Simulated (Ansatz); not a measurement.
# Work function of Rh(111): what the settings cost and change

Aim: the work function of Rh(111) against thickness and vacuum, with the cost.

Program: Ansatz 0.2.0. Level of theory: plane-wave DFT, PBE, Ansatz PAW. Results are calculated unless marked as measured.

**What experiment says.**

“Anisotropic work function of elemental crystals” (2019, arxiv:1902.07811) quotes from earlier work for Rh (clean (111) face, a compiled value): work function (clean (111) face, a compiled value) 5.46 eV.

## 1. The structure

The cell holds 1 atom: 1 Rh. Its edges and angles: a = 2.687 Å, b = 2.687 Å, c = 18.000 Å, α = 90.0°, β = 90.0°, γ = 60.0°. Vacuum lies along c.

## 2. Slab, setting 1 layer

A work function rests on the faint tail of the density, so the SCF threshold is tight. The slab grows from one layer, at fixed mesh and 18 Å of vacuum; then the vacuum is varied on one slab.

File input.yaml:

```yaml
crystal:
  lattice:
    - [2.6870057685, 0.0, 0.0]
    - [1.3435028843, 2.3270152556, 0.0]
    - [0.0, 0.0, 18.0]
  atoms:
    - { symbol: Rh, position: [0.6666666667, 0.6666666667, 0.5] }
kpoints:
  mp_grid: { grid: [17, 17, 1] }
hamiltonian:
  xc: pbe
scf:
  occupations: { method: fermi_dirac, width: 0.1 }
  convergence: { dr2_threshold: 1.0e-09 }
efield:
  axis: 3
  dipole_correction: true
  ramp_position: 0.97
  ramp_width: 0.06
output:
  write_potential: true
  write_density: true
  volumetric_format: npy
  elf: true
```

The run is started by

```sh
$ ansatz run input.yaml --threads 2 --pin off --max-ram 3072MiB --backend cpu --events-out ev --progress --plain --runs-dir out
```

Numbers of over 12 decimals in the logs are rounded to 6 here.

The log of the run:

```text
Engine: ansatz 0.2.0, aarch64-unknown-linux-gnu
Pseudopotentials: kind: paw
Pseudopotential: Rh, paw, valence charge 17, recommended cutoff 420 eV (normal), Rh.paw.azcp
Functional definition: PBE
  parameter kappa = 0.804
  parameter beta = 0.066725
  exchange = pbe_x(kappa = kappa, mu = beta*pi^2/3)
  correlation = pbe_c(beta = beta)
Crystal: 1 atoms, lattice volume = 112.549 Å³
Basis set: ecut = 420 eV, 2251 PW (Γ)
Bands: 13, of which v1, the nominal top of the filled ones, is band 9 counted from 1 (8 counted from 0)
Symmetry: 12 space group operations
k-points: 33 of 289
Non-local potential: Rh, projectors of the file, l = 0: 3, l = 1: 2, l = 2: 2, l = 3: 1
PAW form: soft (Blöchl's): semilocal exchange-correlation on the pseudo side does not see the compensation charge
PAW one-centre angular grid: Rh, 590 points (default); XC on 64 Gauss nodes
Initial density: superposition of atomic densities (neutral atoms: chi_scale 0, normalization atom), corrected by the library's trained network
Initial wavefunctions: pseudopotential atomic-orbital guess
Functional: x = pbe(κ = 0.804, μ = 0.219515), c = pbe(β = 0.066725)
SCF iter   1: F=—  HF=-6401.108278 eV  |F-HF|=—  |Δ(HF+E_count)|=         —  Δρ=4.51e-3  dr2=1.98e-2  ethr=1.77e-3  p=0.000 e·Å  D=2.90e-16 V/Å  ΔV_dip=-0.00 eV  dr2_dipole=4.43e-12  V_vac-E_F(+/−)=5.76/5.76 eV  ⟨swp⟩=6.0  Hψ=2484  notcnv=0
efield: sawtooth ramp at fractional position 0.9700 (set: `efield.ramp_position`, or a place that a band, a saddle search or an elastic batch's reference lends), width 0.0600; the density the first Hamiltonian is built on has a dipole p = 0.000 e·Å; the dipole correction subtracts the counter field D = 2.90e-16 V/Å, which shifts the + side's vacuum level by -0.00 eV against the − side's; the planar-averaged density in the ramp window peaks in size at 1.2e-5 e/Å³
preconditioner: auto → LDOS  [metal: Δε(μ)=0.052 eV  Ē_g=7.992 eV  σ=0.100 eV  W_gap=0.13  n_scr=10 (ndim 8)  ℏωp=10.5 eV  f_vac=0.754  D(μ)=4.25/eV (n_scr^D=14)  β→1.0]
SCF iter   2: F=—  HF=-6401.107307 eV  |F-HF|=—  |Δ(HF+E_count)|=   9.71e-4  Δρ=2.64e-3  dr2=4.27e-3  ethr=1.16e-4  p=0.000 e·Å  D=6.62e-7 V/Å  ΔV_dip=-0.00 eV  dr2_dipole=8.50e-12  V_vac-E_F(+/−)=5.96/5.96 eV  ⟨swp⟩=2.8  Hψ=1080  notcnv=0
SCF iter   3: F=—  HF=-6401.106962 eV  |F-HF|=—  |Δ(HF+E_count)|=   3.45e-4  Δρ=9.32e-4  dr2=8.20e-4  ethr=2.51e-5  p=0.000 e·Å  D=1.19e-7 V/Å  ΔV_dip=-0.00 eV  dr2_dipole=9.25e-16  V_vac-E_F(+/−)=5.95/5.95 eV  ⟨swp⟩=2.9  Hψ=834  notcnv=0
SCF iter   4: F=—  HF=-6401.106941 eV  |F-HF|=—  |Δ(HF+E_count)|=   2.07e-5  Δρ=2.80e-4  dr2=1.37e-4  ethr=4.82e-6  p=-0.000 e·Å  D=-1.96e-8 V/Å  ΔV_dip=0.00 eV  dr2_dipole=1.62e-14  V_vac-E_F(+/−)=5.94/5.94 eV  ⟨swp⟩=2.2  Hψ=601  notcnv=0
SCF iter   5: F=—  HF=-6401.106939 eV  |F-HF|=—  |Δ(HF+E_count)|=   2.40e-6  Δρ=1.74e-4  dr2=1.30e-5  ethr=8.05e-7  p=-0.000 e·Å  D=-2.99e-8 V/Å  ΔV_dip=0.00 eV  dr2_dipole=1.78e-14  V_vac-E_F(+/−)=5.93/5.93 eV  ⟨swp⟩=2.4  Hψ=587  notcnv=0
SCF iter   6: F=—  HF=-6401.106935 eV  |F-HF|=—  |Δ(HF+E_count)|=   3.12e-6  Δρ=1.43e-5  dr2=2.64e-7  ethr=7.66e-8  p=-0.000 e·Å  D=-1.36e-8 V/Å  ΔV_dip=0.00 eV  dr2_dipole=3.43e-16  V_vac-E_F(+/−)=5.92/5.92 eV  ⟨swp⟩=2.3  Hψ=616  notcnv=0
SCF iter   7: F=—  HF=-6401.106938 eV  |F-HF|=—  |Δ(HF+E_count)|=   2.28e-6  Δρ=4.73e-6  dr2=2.10e-8  ethr=1.55e-9  p=-0.000 e·Å  D=-8.29e-10 V/Å  ΔV_dip=0.00 eV  dr2_dipole=7.04e-17  V_vac-E_F(+/−)=5.92/5.92 eV  ⟨swp⟩=2.2  Hψ=632  notcnv=0
SCF iter   8: F=-6401.106938 eV  HF=-6401.106938 eV  |F-HF|=1.81e-9  |Δ(HF+E_count)|=   4.46e-8  Δρ=7.32e-7  dr2=6.23e-10  ethr=5.88e-12  p=-0.000 e·Å  D=-4.78e-9 V/Å  ΔV_dip=0.00 eV  dr2_dipole=7.65e-16  V_vac-E_F(+/−)=5.92/5.92 eV  ⟨swp⟩=5.1  Hψ=1953  notcnv=0
SCF 1 converged in 8 iterations: F = -6401.106938 eV  dr2 = 6.23e-10
  greatest PAW one-centre occupation: 1.000 electrons in one spin orbital (limit 2), on the Rh atom at site 0 (counted from 0), in its partial waves of l = 0
WARN: The output density's exchange-correlation potential varies sharply where the density is thin. Do not read a vacuum level from v_tot or v_xc, or from such a field of the output density. On a cell that repeats whose density bears no net charge and no dipole along the vacuum's axis use v_es (v_loc + v_h of the components); under efield.dipole_correction with no amplitude use v_es + v_field, which holds any externa [...]
SCF converged after 8 iterations
Free energy (F): -6401.106938 eV
Harris-Foulkes:  -6401.106938 eV  (|F-HF|=1.81e-9)
Internal energy: -6400.972138 eV  (E = F + TS)
E sigma→0 (E₀):  -6401.039538 eV
Entropy (-TS):   -0.134799 eV (-134.799 meV/atom)
Fermi energy:    -2.468622 eV
Dipole field:    D = 0.000000 V/Å  (p = 0.000000 e·Å, saw-weighted, corrected)
Work function:   Φ+ = 5.9227 eV   Φ− = 5.9227 eV
Levels:          The Fermi level and band energies are counted from a zero that moves with the ramp; work functions are not
--- Per-component energies (eV) ---
  E_band       = -487.129369
  E_kinetic    = 568.976567
  E_local      = -12195.044648  (includes V_loc(G=0)·N_el)
  E_nonlocal   = 357.765805
  E_hartree    = 5663.875362
  E_xc         = -218.546455
  E_vxc        = -273.883770  (∫ρ·V_xc dr)
  E_paw        = -3587.909784  (= ΣΔE_a)
  E_vpaw       = -272.692801  (= ΣTr[D̂ρ^β])
  E_aug_tail   = 0.000870  (compensation charges beyond the density's cutoff)
  E_efield     = 0.000000  (sawtooth field / dipole correction)
  E_vefield    = 0.000000  (∫n·V_field dr)
  E_ewald      = 3009.910145
  E_smearing   = -0.134799  (= −TS)
  E_closure    = 0.000000  (closes the sum)
  Σ components = -6401.106938   (vs F -6401.106938, Δ=0.00e0)
--- Band table (eV; the first three rows and the last of 33) ---
  k-point 0: bands = [... 5 lower, -4.3243, -4.3243, -3.8698, -1.9898, -1.9898, -0.5872, 3.1100, 3.6784]
  k-point 1: bands = [... 5 lower, -4.3898, -4.2342, -3.8223, -2.2891, -2.0113, -0.2606, 3.2027, 3.7859]
  k-point 2: bands = [... 5 lower, -4.5475, -3.9700, -3.6821, -2.8496, -2.0723, 0.3939, 3.4805, 4.1042]
  k-point 32: bands = [... 5 lower, -4.3947, -4.1310, -3.9925, -2.5936, 5.7511, 6.4397, 7.7217, 8.5451]
```

It took 7.1 s on 2 threads of Arm Neoverse N1, shared host; peak memory 0.36 GiB; 13 s of CPU time.

This step gave:

```
energy at zero smearing   : -6401.0395 eV
work function, upper face : 5.923 eV
```

Running mean over 2.194 Å of the planar mean; the ramp of the sawtooth is left out. The electron's electrostatic potential energy less the Fermi level by z:

z (Å), electron's electrostatic potential energy less the Fermi level (eV) and a bar from the least value:
```
     2.88        5.9 ##############################
     3.31        5.9 ##############################
     3.74        5.9 ##############################
     4.18        5.9 ##############################
     4.61        5.9 ##############################
     5.04        5.9 ##############################
     5.47        5.9 ##############################
     5.90        5.9 ##############################
     6.19        5.8 ##############################
     6.62        5.6 #############################
     7.06        4.8 ############################
     7.49        1.8 #######################
     7.92       -3.9 #############
     8.35       -9.3 ####
     8.78      -11.8 
     9.22      -11.8 
     9.65       -9.3 ####
    10.08       -3.9 #############
    10.51        1.8 #######################
    10.94        4.8 ############################
    11.38        5.6 #############################
    11.81        5.8 ##############################
    12.10        5.9 ##############################
    12.53        5.9 ##############################
    12.96        5.9 ##############################
    13.39        5.9 ##############################
    13.82        5.9 ##############################
    14.26        5.9 ##############################
    14.69        5.9 ##############################
    15.12        5.9 ##############################
```

Electrostatic potential energy in the ca plane at fractional y = 0.667, with atoms of Rh within 0.2 Å of it. With pseudopotentials it is smooth inside the atoms' cores, unlike the true potential.

Values in eV, 5 rows by 16 columns, each cell a mean:
```
  3   3   3   3   3   3   2 -26 -35   1   3   3   3   3   3   3
  3   3   3   3   3   3   2 -35 -44   0   3   3   3   3   3   3
  3   3   3   3   3   3   2 -25 -34   1   3   3   3   3   3   3
  3   3   3   3   3   3   3  -4  -6   2   3   3   3   3   3   3
  3   3   3   3   3   3   3  -4  -6   2   3   3   3   3   3   3
```
Columns run along c (18.0 Å; values clipped at the 3rd and 97th percentile), rows up along a (2.7 Å). Atoms in or near the plane, at fractional coordinates: Rh at (0.50, 0.67).

ELF in the ca plane at fractional y = 0.667, with atoms of Rh within 0.2 Å of it. It is the smooth field of the valence electrons, not physical close to the nuclei.

Ten even steps from '0' (0.00) to '9' (0.77), each cell a mean:
```
00000000000000000122477532100000000000000000
00000000000000000123699842210000000000000000
00000000000000000124799953210000000000000000
00000000000000000123699842210000000000000000
00000000000000000122366422100000000000000000
00000000000000000112233322100000000000000000
00000000000000000012333322100000000000000000
00000000000000000112233322100000000000000000
```
Columns run along c (18.0 Å), rows up along a (2.7 Å). Atoms in or near the plane, at fractional coordinates: Rh at (0.50, 0.67).

Valence density in the ca plane at fractional y = 0.667, with atoms of Rh within 0.2 Å of it. It is the smooth field of the valence electrons, not physical close to the nuclei.

Ten steps, logarithmic in the rise over the least value, from '0' (0 e/Å³) to '9' (13 e/Å³), each cell a mean:
```
00000000000000000002477531000000000000000000
00000000000000000002699741000000000000000000
00000000000000000013699841000000000000000000
00000000000000000002689741000000000000000000
00000000000000000001366521000000000000000000
00000000000000000001233310000000000000000000
00000000000000000001222210000000000000000000
00000000000000000001234310000000000000000000
```
Columns run along c (18.0 Å), rows up along a (2.7 Å). Atoms in or near the plane, at fractional coordinates: Rh at (0.50, 0.67).

The work function is 5.923 eV.

## 3. Run, 2 atoms

System of this step: Rh(111). The cell holds 2 atoms: 2 Rh. Its edges and angles: a = 2.687 Å, b = 2.687 Å, c = 20.194 Å, α = 90.0°, β = 90.0°, γ = 60.0°. Vacuum lies along c.

input.yaml, the sections that differ from step 2:

```yaml
crystal:
  lattice:
    - [2.6870057685, 0.0, 0.0]
    - [1.3435028843, 2.3270152556, 0.0]
    - [0.0, 0.0, 20.1939310229]
  atoms:
    - { symbol: Rh, position: [0.6666666667, 0.6666666667, 0.4456784561] }
    - { symbol: Rh, position: [0.0, 0.0, 0.5543215439] }
output:
  write_potential: true
  write_density: true
  volumetric_format: npy
# kpoints, hamiltonian, scf, efield: as in step 2
```

The log of the run:

```text
[...]
Crystal: 2 atoms, lattice volume = 126.267 Å³
Basis set: ecut = 420 eV, 2497 PW (Γ)
Bands: 21, of which v1, the nominal top of the filled ones, is band 17 counted from 1 (16 counted from 0)
Symmetry: 6 space group operations
k-points: 33 of 289 (time reversal used)
[...]
k-point 0: bands = [... 13 lower, -1.5178, -1.5178, -0.0559, 0.2625, 0.2625, 1.1935, 1.1935, 2.0234]
  k-point 1: bands = [... 13 lower, -1.6004, -1.4376, -0.3065, 0.2263, 0.5005, 0.7771, 1.1987, 2.5669]
  k-point 2: bands = [... 13 lower, -1.3479, -1.2081, -0.6625, 0.1400, 0.1420, 1.0001, 1.2071, 3.4250]
  k-point 32: bands = [... 13 lower, -1.4511, -1.2788, 0.1086, 0.8157, 0.9577, 7.9355, 8.3214, 9.6787]
[key lines of the parts left out:]
SCF converged after 9 iterations
Free energy (F): -12804.251685 eV
Fermi energy:    0.821306 eV
Dipole field:    D = -0.000000 V/Å  (p = -0.000000 e·Å, saw-weighted, corrected)
Work function:   Φ+ = 5.1912 eV   Φ− = 5.1912 eV
```

Run time: 13 s. Hardware: 2 threads; peak memory 0.42 GiB.

The work function is 5.191 eV, -0.732 eV from the run “1 layer”, at 1.8 times its CPU time.

## 4. Run, 3 atoms

System of this step: Rh(111). The cell holds 3 atoms: 3 Rh. Cell: a = 2.687 Å, b = 2.687 Å, c = 22.388 Å, α = 90.0°, β = 90.0°, γ = 60.0°. Vacuum lies along c.

input.yaml, the sections that differ from step 3:

```yaml
crystal:
  lattice:
    - [2.6870057685, 0.0, 0.0]
    - [1.3435028843, 2.3270152556, 0.0]
    - [0.0, 0.0, 22.3878620458]
  atoms:
    - { symbol: Rh, position: [0.3333333333, 0.3333333333, 0.4020035491] }
    - { symbol: Rh, position: [0.6666666667, 0.6666666667, 0.5] }
    - { symbol: Rh, position: [0.0, 0.0, 0.5979964509] }
# kpoints, hamiltonian, scf, efield, output: as in step 3
```

The log of the run:

```text
[...]
Crystal: 3 atoms, lattice volume = 139.985 Å³
Basis set: ecut = 420 eV, 2793 PW (Γ)
Bands: 31, of which v1, the nominal top of the filled ones, is band 26 counted from 1 (25 counted from 0)
Symmetry: 6 space group operations
k-points: 33 of 289 (time reversal used)
[...]
k-point 0: bands = [... 22 lower, 0.6785, 2.1147, 2.1147, 2.7009, 2.7336, 2.7336, 3.4252, 3.4252, ... 1 higher]
  k-point 1: bands = [... 22 lower, 0.7691, 2.0134, 2.0710, 2.2401, 2.7365, 2.8687, 3.3494, 3.4292, ... 1 higher]
  k-point 2: bands = [... 22 lower, 1.0349, 1.5969, 1.9856, 1.9997, 2.4669, 2.7290, 3.4406, 4.0033, ... 1 higher]
  k-point 32: bands = [... 22 lower, 1.7660, 2.0377, 2.9839, 3.0221, 3.3361, 9.6814, 9.9770, 10.8549, ... 1 higher]
[key lines of the parts left out:]
SCF converged after 8 iterations
Free energy (F): -19207.153177 eV
Fermi energy:    3.021725 eV
Dipole field:    D = -0.000004 V/Å  (p = -0.000003 e·Å, saw-weighted, corrected)
Work function:   Φ+ = 5.0995 eV   Φ− = 5.0994 eV
```

Elapsed: 20 s, on 2 threads; peak memory 0.41 GiB.

The work function is 5.099 eV, -0.092 eV from the run “2 layers”, at 1.4 times its CPU time.

## 5. Slab, 4 atoms

System of this step: Rh(111). The cell holds 4 atoms: 4 Rh. Cell: a = 2.687 Å, b = 2.687 Å, c = 24.582 Å, α = 90.0°, β = 90.0°, γ = 60.0°. Vacuum lies along c.

input.yaml, the sections that differ from step 4:

```yaml
crystal:
  lattice:
    - [2.6870057685, 0.0, 0.0]
    - [1.3435028843, 2.3270152556, 0.0]
    - [0.0, 0.0, 24.5817930688]
  atoms:
    - { symbol: Rh, position: [0.0, 0.0, 0.3661246344] }
    - { symbol: Rh, position: [0.3333333333, 0.3333333333, 0.4553748781] }
    - { symbol: Rh, position: [0.6666666667, 0.6666666667, 0.5446251219] }
    - { symbol: Rh, position: [0.0, 0.0, 0.6338753656] }
# kpoints, hamiltonian, scf, efield, output: as in step 4
```

The log of the run:

```text
[...]
Crystal: 4 atoms, lattice volume = 153.703 Å³
Basis set: ecut = 420 eV, 3065 PW (Γ)
Bands: 41, of which v1, the nominal top of the filled ones, is band 34 counted from 1 (33 counted from 0)
Symmetry: 6 space group operations
k-points: 33 of 289 (time reversal used)
[...]
k-point 0: bands = [... 30 lower, 2.7471, 3.6986, 3.6986, 4.0002, 4.0002, 4.7135, 4.7135, 4.8183, ... 3 higher]
  k-point 1: bands = [... 30 lower, 2.6433, 3.6272, 3.6298, 4.0191, 4.0355, 4.2319, 4.6100, 4.7120, ... 3 higher]
  k-point 2: bands = [... 30 lower, 2.6751, 3.4352, 3.5154, 3.6069, 3.8973, 4.0298, 4.7063, 4.7073, ... 3 higher]
  k-point 32: bands = [... 30 lower, 3.6596, 3.7241, 4.5170, 4.8473, 4.9278, 5.0458, 11.1494, 11.3953, ... 3 higher]
[key lines of the parts left out:]
SCF converged after 10 iterations
Free energy (F): -25610.055707 eV
Fermi energy:    4.694135 eV
Dipole field:    D = -0.000000 V/Å  (p = -0.000000 e·Å, saw-weighted, corrected)
Work function:   Φ+ = 5.1796 eV   Φ− = 5.1795 eV
```

Elapsed: 33 s, on 2 threads; peak memory 0.47 GiB.

The work function is 5.180 eV, +0.080 eV from the run “3 layers”, at 1.7 times its CPU time.

## 6. Slab, 5 atoms

System of this step: Rh(111). The cell holds 5 atoms: 5 Rh. Cell: a = 2.687 Å, b = 2.687 Å, c = 26.776 Å, α = 90.0°, β = 90.0°, γ = 60.0°. Vacuum lies along c.

input.yaml, the sections that differ from step 5:

```yaml
crystal:
  lattice:
    - [2.6870057685, 0.0, 0.0]
    - [1.3435028843, 2.3270152556, 0.0]
    - [0.0, 0.0, 26.7757240917]
  atoms:
    - { symbol: Rh, position: [0.6666666667, 0.6666666667, 0.3361253638] }
    - { symbol: Rh, position: [0.0, 0.0, 0.4180626819] }
    - { symbol: Rh, position: [0.3333333333, 0.3333333333, 0.5] }
    - { symbol: Rh, position: [0.6666666667, 0.6666666667, 0.5819373181] }
    - { symbol: Rh, position: [0.0, 0.0, 0.6638746362] }
# kpoints, hamiltonian, scf, efield, output: as in step 5
```

The log of the run:

```text
[...]
Crystal: 5 atoms, lattice volume = 167.421 Å³
Basis set: ecut = 420 eV, 3323 PW (Γ)
Bands: 51, of which v1, the nominal top of the filled ones, is band 43 counted from 1 (42 counted from 0)
Symmetry: 6 space group operations
k-points: 33 of 289 (time reversal used)
[...]
k-point 0: bands = [... 39 lower, 5.1297, 5.1297, 5.2669, 5.2669, 5.7179, 5.7179, 6.3190, 6.3190, ... 4 higher]
  k-point 1: bands = [... 39 lower, 5.0195, 5.0210, 5.3072, 5.3361, 5.6870, 5.7204, 5.8820, 6.2127, ... 4 higher]
  k-point 2: bands = [... 39 lower, 4.7836, 4.8717, 5.1235, 5.2374, 5.3121, 5.6728, 5.7277, 6.3266, ... 4 higher]
  k-point 32: bands = [... 39 lower, 5.2402, 6.0570, 6.1284, 6.3659, 6.5210, 6.5295, 12.4970, 12.6776, ... 4 higher]
[key lines of the parts left out:]
SCF converged after 9 iterations
Free energy (F): -32012.966332 eV
Fermi energy:    6.150296 eV
Dipole field:    D = 0.000000 V/Å  (p = 0.000000 e·Å, saw-weighted, corrected)
Work function:   Φ+ = 5.1730 eV   Φ− = 5.1730 eV
```

It took 43 s on 2 threads; peak memory 0.53 GiB.

The work function is 5.173 eV, -0.007 eV from the run “4 layers”, at 1.3 times its CPU time.

## 7. Slab, 6 atoms

System of this step: Rh(111). The cell holds 6 atoms: 6 Rh. Its edges and angles: a = 2.687 Å, b = 2.687 Å, c = 28.970 Å, α = 90.0°, β = 90.0°, γ = 60.0°. Vacuum lies along c.

input.yaml, the sections that differ from step 6:

```yaml
crystal:
  lattice:
    - [2.6870057685, 0.0, 0.0]
    - [1.3435028843, 2.3270152556, 0.0]
    - [0.0, 0.0, 28.9696551146]
  atoms:
    - { symbol: Rh, position: [0.3333333333, 0.3333333333, 0.3106699049] }
    - { symbol: Rh, position: [0.6666666667, 0.6666666667, 0.386401943] }
    - { symbol: Rh, position: [0.0, 0.0, 0.462133981] }
    - { symbol: Rh, position: [0.3333333333, 0.3333333333, 0.537866019] }
    - { symbol: Rh, position: [0.6666666667, 0.6666666667, 0.613598057] }
    - { symbol: Rh, position: [0.0, 0.0, 0.6893300951] }
# kpoints, hamiltonian, scf, efield, output: as in step 6
```

The log of the run:

```text
[...]
Crystal: 6 atoms, lattice volume = 181.139 Å³
Basis set: ecut = 420 eV, 3595 PW (Γ)
Bands: 62, of which v1, the nominal top of the filled ones, is band 51 counted from 1 (50 counted from 0)
Symmetry: 6 space group operations
k-points: 33 of 289 (time reversal used)
[...]
k-point 0: bands = [... 47 lower, 6.3602, 6.3745, 6.4069, 6.4069, 6.6768, 6.6768, 7.1631, 7.1631, ... 7 higher]
  k-point 1: bands = [... 47 lower, 6.2080, 6.2090, 6.4508, 6.4603, 6.6922, 6.7871, 7.0475, 7.1671, ... 7 higher]
  k-point 2: bands = [... 47 lower, 5.9990, 6.0354, 6.2543, 6.4275, 6.4612, 6.6656, 6.7275, 7.1741, ... 7 higher]
  k-point 32: bands = [... 47 lower, 6.4535, 7.2917, 7.3395, 7.5598, 7.6449, 7.7621, 7.8201, 13.6854, ... 7 higher]
[key lines of the parts left out:]
SCF converged after 10 iterations
Free energy (F): -38415.869812 eV
Fermi energy:    7.395595 eV
Dipole field:    D = -0.000000 V/Å  (p = -0.000000 e·Å, saw-weighted, corrected)
Work function:   Φ+ = 5.1592 eV   Φ− = 5.1592 eV
```

Elapsed: 61 s, on 2 threads; peak memory 0.63 GiB; 1.7 min of CPU time.

The work function is 5.159 eV, -0.014 eV from the run “5 layers”, at 1.4 times its CPU time.

(Part 1 of 2 ends here.)

[Logs are printed without paths, hosts, clocks, repeated set-up lines and the standing remarks that a program may print on its own settings, such as how far it seeks lower states.]

[Hosts, paths, dates, database ids (printed as entryN), source tags and the programs' standing remarks are cut or masked in the printed files.]

[Maps of the electrostatic potential energy from Ansatz leave out the sawtooth potential of an applied field or a dipole correction, so their vacuum need not be flat; planar profiles and work functions include it.]
